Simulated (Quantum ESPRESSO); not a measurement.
# Wannier-interpolated electron–phonon scattering in WC (P-6m2), part 5 of 6

How strongly do phonons scatter the electrons of WC (P-6m2), and how dense must the meshes be?

Quantum ESPRESSO 7.5; DFT LDA, scalar-relativistic, plane waves, PseudoDojo 0.4.1 norm-conserving pseudopotentials.

So far. Step 10 (Resistivity, input with a fault, fine q mesh 16×16×14 …): This input has a window narrower than the thermal spread, and its ρ(300 K) = 9.74 μΩ cm is no result. Step 11 (Resistivity: fine k 26×26×22, q 13×13×11, adaptive …): ρ(300 K) = 15.5 μΩ cm, mean of the axes, against 11.8 before (+32 %); the relaxation-time start gave 14.5. The largest adaptive width printed is 0.61 eV, against a window of 0.32 eV outside which no state is counted.

## Step 13: Resistivity: fine k 32×32×28, q 16×16×14, adaptive width, window 0.32 eV

At these temperatures only states within a few k_B T of the Fermi level carry current, so the mesh must be dense; it is refined.

bte-3.in

```
--
&INPUTEPW
  prefix        = 'x'
  outdir        = './tmp'
  dvscf_dir     = './save'
  elph          = .true.
  etf_mem       = 1
  nbndsub       = 10
  bands_skipped = 'exclude_bands = 1-4'
  use_ws        = .true.
  vme           = 'wannier'
  asr_typ       = 'crystal'
  nk1           = 9
  nk2           = 9
  nk3           = 9
  nq1           = 3
  nq2           = 3
  nq3           = 3
  amass(1)      = 183.84
  amass(2)      = 12.011
  epwwrite      = .false.
  epwread       = .true.
  wannierize    = .false.
  nkf1          = 32
  nkf2          = 32
  nkf3          = 28
  nqf1          = 16
  nqf2          = 16
  nqf3          = 14
  mp_mesh_k     = .true.
  scattering    = .true.
  iterative_bte = .true.
  epmatkqread   = .false.
  assume_metal  = .true.
  int_mob       = .false.
  carrier       = .false.
  ngaussw       = -99
  mob_maxiter   = 200
  broyden_beta  = 0.7
  fsthick       = 0.32
  degaussw      = 0.0
  nstemp        = 6
  temps         = 150 200 273 300 400 500
  restart       = .false.
  selecqread    = .false.
/
```

Started as:

```bash
OMP_NUM_THREADS=1 mpirun -n 8 epw.x -nk 8 -in bte-3.in > bte-3.out
```

What it wrote:

```text
[the first part of the log is left out]
     =============================================================================================
     Start solving iterative Boltzmann Transport Equation
     =============================================================================================
     Iteration number:         1
     =============================================================================================
       Temp     Fermi        DOS        Population SR                 Conductivity
        [K]      [eV]    [states/Ry] [carriers per cell]               [Ohm.cm]^-1
     =============================================================================================
      150.000  20.8320   0.22381E+01   0.66960E-15    0.969405E+05    0.000000E+00    0.000000E+00
                                       0.00000E+00    0.000000E+00    0.969405E+05    0.000000E+00
                                       0.00000E+00    0.000000E+00    0.000000E+00    0.675810E+05
      200.000  20.8304   0.39194E+01  -0.23332E-14    0.795675E+05    0.000000E+00    0.000000E+00
                                       0.17764E-14    0.000000E+00    0.795675E+05    0.000000E+00
                                       0.00000E+00    0.000000E+00    0.000000E+00    0.620130E+05
      273.000  20.8282   0.30725E+01   0.56942E-15    0.616385E+05    0.000000E+00    0.000000E+00
                                       0.17764E-14    0.000000E+00    0.616385E+05    0.000000E+00
                                       0.00000E+00    0.000000E+00    0.000000E+00    0.536845E+05
      300.000  20.8275   0.27516E+01  -0.23766E-15    0.566388E+05    0.000000E+00    0.000000E+00
                                       0.00000E+00    0.000000E+00    0.566388E+05    0.000000E+00
                                       0.00000E+00    0.000000E+00    0.000000E+00    0.506273E+05
      400.000  20.8259   0.30384E+01   0.15196E-14    0.431938E+05    0.000000E+00    0.000000E+00
                                      -0.88818E-15    0.000000E+00    0.431938E+05    0.000000E+00
                                       0.00000E+00    0.000000E+00    0.000000E+00    0.407993E+05
      500.000  20.8254   0.29745E+01  -0.24425E-14    0.348119E+05    0.000000E+00    0.000000E+00
                                      -0.44409E-15    0.000000E+00    0.348119E+05    0.000000E+00
                                       0.00000E+00    0.000000E+00    0.000000E+00    0.337597E+05
                                                      0.969405E+05    Max error
     [...]
     Iteration number:        16
     =============================================================================================
       Temp     Fermi        DOS        Population SR                 Conductivity
        [K]      [eV]    [states/Ry] [carriers per cell]               [Ohm.cm]^-1
     =============================================================================================
      150.000  20.8320   0.22381E+01  -0.77716E-15    0.976028E+05    0.000000E+00    0.000000E+00
                                       0.17764E-14    0.000000E+00    0.976028E+05    0.000000E+00
                                       0.00000E+00    0.000000E+00    0.000000E+00    0.678742E+05
      200.000  20.8304   0.39194E+01  -0.10582E-15    0.801890E+05    0.000000E+00    0.000000E+00
                                      -0.17764E-14    0.000000E+00    0.801890E+05    0.000000E+00
                                       0.00000E+00    0.000000E+00    0.000000E+00    0.622862E+05
      273.000  20.8282   0.30725E+01  -0.99920E-15    0.621700E+05    0.000000E+00    0.000000E+00
                                       0.00000E+00    0.000000E+00    0.621700E+05    0.000000E+00
                                       0.00000E+00    0.000000E+00    0.000000E+00    0.539247E+05
      300.000  20.8275   0.27516E+01  -0.28848E-14    0.571366E+05    0.000000E+00    0.000000E+00
                                      -0.88818E-15    0.000000E+00    0.571366E+05    0.000000E+00
                                       0.00000E+00    0.000000E+00    0.000000E+00    0.508548E+05
      400.000  20.8259   0.30384E+01  -0.96451E-15    0.435848E+05    0.000000E+00    0.000000E+00
                                       0.00000E+00    0.000000E+00    0.435848E+05    0.000000E+00
                                       0.00000E+00    0.000000E+00    0.000000E+00    0.409850E+05
      500.000  20.8254   0.29745E+01   0.55511E-15    0.351272E+05    0.000000E+00    0.000000E+00
                                      -0.44409E-15    0.000000E+00    0.351272E+05    0.000000E+00
                                       0.00000E+00    0.000000E+00    0.000000E+00    0.339163E+05
                                                      0.704109E-06    Max error
```

Wall time 6.8 min (8 MPI ranks of Arm Neoverse V2, shared host).

Numbers from this step:

```
iterations           : 16
resistivity at 300 K : 18.22 μΩ cm
```

Resistivity, by row:

```
T (K)  rho_xx (μΩ cm)  rho_yy  rho_zz  relaxation-time approximation, mean of the axes (μΩ cm)
  150           10.25   10.25   14.73                                                    11.39
  200           12.47   12.47   16.05                                                    13.23
  273           16.08   16.08   18.54                                                    16.33
  300            17.5    17.5   19.66                                                    17.59
  400           22.94   22.94    24.4                                                     22.6
  500           28.47   28.47   29.48                                                    27.77
```

ρ(300 K) = 18.2 μΩ cm, mean of the axes, against 15.5 before (+17 %); the relaxation-time start gave 17.6. The largest adaptive width printed is 0.53 eV, against a window of 0.32 eV outside which no state is counted.

## Step 14: Coupling and Tc: fine k 26×26×22, q 13×13×11, width 0.05 eV, window 0.3 eV

The couplings are interpolated to a fine mesh near the Fermi level; their sum gives α²F and λ, and the linearised gap equation gives Tc.

a2f-3.in

```
--
&INPUTEPW
  prefix           = 'x'
  outdir           = './tmp'
  dvscf_dir        = './save'
  elph             = .true.
  etf_mem          = 1
  nbndsub          = 10
  bands_skipped    = 'exclude_bands = 1-4'
  use_ws           = .true.
  vme              = 'wannier'
  asr_typ          = 'crystal'
  nk1              = 9
  nk2              = 9
  nk3              = 9
  nq1              = 3
  nq2              = 3
  nq3              = 3
  amass(1)         = 183.84
  amass(2)         = 12.011
  epwwrite         = .false.
  epwread          = .true.
  wannierize       = .false.
  nkf1             = 26
  nkf2             = 26
  nkf3             = 22
  nqf1             = 13
  nqf2             = 13
  nqf3             = 11
  mp_mesh_k        = .true.
  ephwrite         = .true.
  eliashberg       = .true.
  liso             = .true.
  limag            = .true.
  tc_linear        = .true.
  tc_linear_solver = 'lapack'
  fsthick          = 0.3
  degaussw         = 0.05
  degaussq         = 0.5
  nqstep           = 500
  muc              = 0.13
  wscut            = 0.3
  nsiter           = 500
  nstemp           = 7
  temps            = 0.5 1.0 2.0 4.0 8.0 16.0 32.0
/
```

Started as:

```bash
OMP_NUM_THREADS=1 mpirun -n 8 epw.x -nk 8 -in a2f-3.in > a2f-3.out
```

What it wrote:

```text
[the first part of the log is left out]
              ibndmax =     6  ebndmax =    21.119 eV
     Number of ep-matrix elements per pool :         4536 ~=   35.44 Kb (@ 8 bytes/ DP)
     We only need to compute     1473 q-points
     Nr. of irreducible k-points on the uniform grid:      1512
     Finish mapping k+sign*q onto the fine irreducibe k-mesh and writing .ikmap file
     Nr irreducible k-points within the Fermi shell =       157 out of      1512
                  Fermi level (eV) =    0.208240334704220D+02
     DOS(states/spin/eV/Unit Cell) =    0.217854580086814D+00
            Electron smearing (eV) =    0.500000000000000D-01
                 Fermi window (eV) =    0.300000000000000D+00
     Finish writing .ephmat files
     ===================================================================
     Memory usage:  VmHWM =        79Mb
                   VmPeak =       558Mb
     ===================================================================
     Finish writing dos file x.dos
     Finish writing phdos files x.phdos and x.phdos_proj
     ===================================================================
     Solve isotropic Eliashberg equations
     ===================================================================
     Finish reading freq file
                  Fermi level (eV) =     2.0824033470E+01
     DOS(states/spin/eV/Unit Cell) =     2.1785458009E-01
            Electron smearing (eV) =     5.0000000000E-02
                 Fermi window (eV) =     3.0000000000E-01
     Nr irreducible k-points within the Fermi shell =       157 out of      1512
           2 bands within the Fermi window
     Finish reading egnv file
     Max nr of q-points =       176
     Finish reading ikmap files
     Start reading .ephmat files
     Finish reading .ephmat files
     a2f file is not found to estimate initial gap: calculating a2f files
     Finish reading a2f file
     Electron-phonon coupling strength =    0.1934605
 %%%%%%%%%%%%%%%%%%%%%%%%%%%%%%%%%%%%%%%%%%%%%%%%%%%%%%%%%%%%%%%%%%%%%%%%%%%%%%
     Error in routine estimate_tc_gap (1):
     initial guess for gap edge should be > 0.d0
 %%%%%%%%%%%%%%%%%%%%%%%%%%%%%%%%%%%%%%%%%%%%%%%%%%%%%%%%%%%%%%%%%%%%%%%%%%%%%%
     stopping ...
--------------------------------------------------------------------------
MPI_ABORT was invoked on rank 0 in communicator MPI_COMM_WORLD
  Proc: [[49007,1],0]
  Errorcode: 1
You may or may not see output from other processes, depending on
exactly when Open MPI kills them.
--------------------------------------------------------------------------
--------------------------------------------------------------------------
prterun has exited due to process rank 0 with PID 0 on node (host) calling
"abort". This may have caused other processes in the application to be
terminated by signals sent by prterun (as reported here).
--------------------------------------------------------------------------
```

Wall time 3.8 min (8 MPI ranks).

The run ended with an error.

The program's message: “Error in routine estimate_tc_gap (1): initial guess for gap edge should be > 0.d0”

## Step 15: Coupling and Tc: fine k 32×32×28, q 16×16×14, width 0.1 eV, window 0.41 eV

The couplings are interpolated to a fine mesh near the Fermi level; their sum gives α²F and λ, and the linearised gap equation gives Tc.

a2f-4.in, as its differences from a2f-3.in of step 14:

```diff
@@ -23,8 +23,8 @@
   wannierize       = .false.
-  nkf1             = 26
-  nkf2             = 26
-  nkf3             = 22
-  nqf1             = 13
-  nqf2             = 13
-  nqf3             = 11
+  nkf1             = 32
+  nkf2             = 32
+  nkf3             = 28
+  nqf1             = 16
+  nqf2             = 16
+  nqf3             = 14
   mp_mesh_k        = .true.
@@ -36,4 +36,4 @@
   tc_linear_solver = 'lapack'
-  fsthick          = 0.3
-  degaussw         = 0.05
+  fsthick          = 0.41
+  degaussw         = 0.1
   degaussq         = 0.5
```

Started as:

```bash
OMP_NUM_THREADS=1 mpirun -n 8 epw.x -nk 8 -in a2f-4.in > a2f-4.out
```

What it wrote:

```text
[the first part of the log is left out]
              ibndmax =     6  ebndmax =    21.225 eV
     Number of ep-matrix elements per pool :         8424 ~=   65.81 Kb (@ 8 bytes/ DP)
     We only need to compute     3280 q-points
     Nr. of irreducible k-points on the uniform grid:      2805
     Finish mapping k+sign*q onto the fine irreducibe k-mesh and writing .ikmap file
     Nr irreducible k-points within the Fermi shell =       404 out of      2805
                  Fermi level (eV) =    0.208206617275203D+02
     DOS(states/spin/eV/Unit Cell) =    0.159718079086151D+00
            Electron smearing (eV) =    0.100000000000000D+00
                 Fermi window (eV) =    0.410000000000000D+00
     Finish writing .ephmat files
     ===================================================================
     Memory usage:  VmHWM =        81Mb
                   VmPeak =       560Mb
     ===================================================================
     Finish writing dos file x.dos
     Finish writing phdos files x.phdos and x.phdos_proj
     ===================================================================
     Solve isotropic Eliashberg equations
     ===================================================================
     Finish reading freq file
                  Fermi level (eV) =     2.0820661728E+01
     DOS(states/spin/eV/Unit Cell) =     1.5971807909E-01
            Electron smearing (eV) =     1.0000000000E-01
                 Fermi window (eV) =     4.1000000000E-01
     Nr irreducible k-points within the Fermi shell =       404 out of      2805
           2 bands within the Fermi window
     Finish reading egnv file
     Max nr of q-points =       462
     Finish reading ikmap files
     Start reading .ephmat files
     Finish reading .ephmat files
     a2f file is not found to estimate initial gap: calculating a2f files
     Finish reading a2f file
     Electron-phonon coupling strength =    0.1584399
 %%%%%%%%%%%%%%%%%%%%%%%%%%%%%%%%%%%%%%%%%%%%%%%%%%%%%%%%%%%%%%%%%%%%%%%%%%%%%%
     Error in routine estimate_tc_gap (1):
     initial guess for gap edge should be > 0.d0
 %%%%%%%%%%%%%%%%%%%%%%%%%%%%%%%%%%%%%%%%%%%%%%%%%%%%%%%%%%%%%%%%%%%%%%%%%%%%%%
     stopping ...
--------------------------------------------------------------------------
MPI_ABORT was invoked on rank 0 in communicator MPI_COMM_WORLD
  Proc: [[65095,1],0]
  Errorcode: 1
You may or may not see output from other processes, depending on
exactly when Open MPI kills them.
--------------------------------------------------------------------------
--------------------------------------------------------------------------
prterun has exited due to process rank 0 with PID 0 on node (host) calling
"abort". This may have caused other processes in the application to be
terminated by signals sent by prterun (as reported here).
--------------------------------------------------------------------------
```

Run time: 12 min. Hardware: 8 MPI ranks.

The run ended with an error.

The program's message: “Error in routine estimate_tc_gap (1): initial guess for gap edge should be > 0.d0”

(Continued in part 6 of 6.)

[The logs of pw.x and epw.x are selected lines.]

[Logs are printed without paths, hosts, clocks, repeated set-up lines and the standing remarks that a program may print on its own settings, such as how far it seeks lower states.]

[Hosts, paths, dates, database ids (printed as entryN), source tags and the programs' standing remarks are cut or masked in the printed files.]
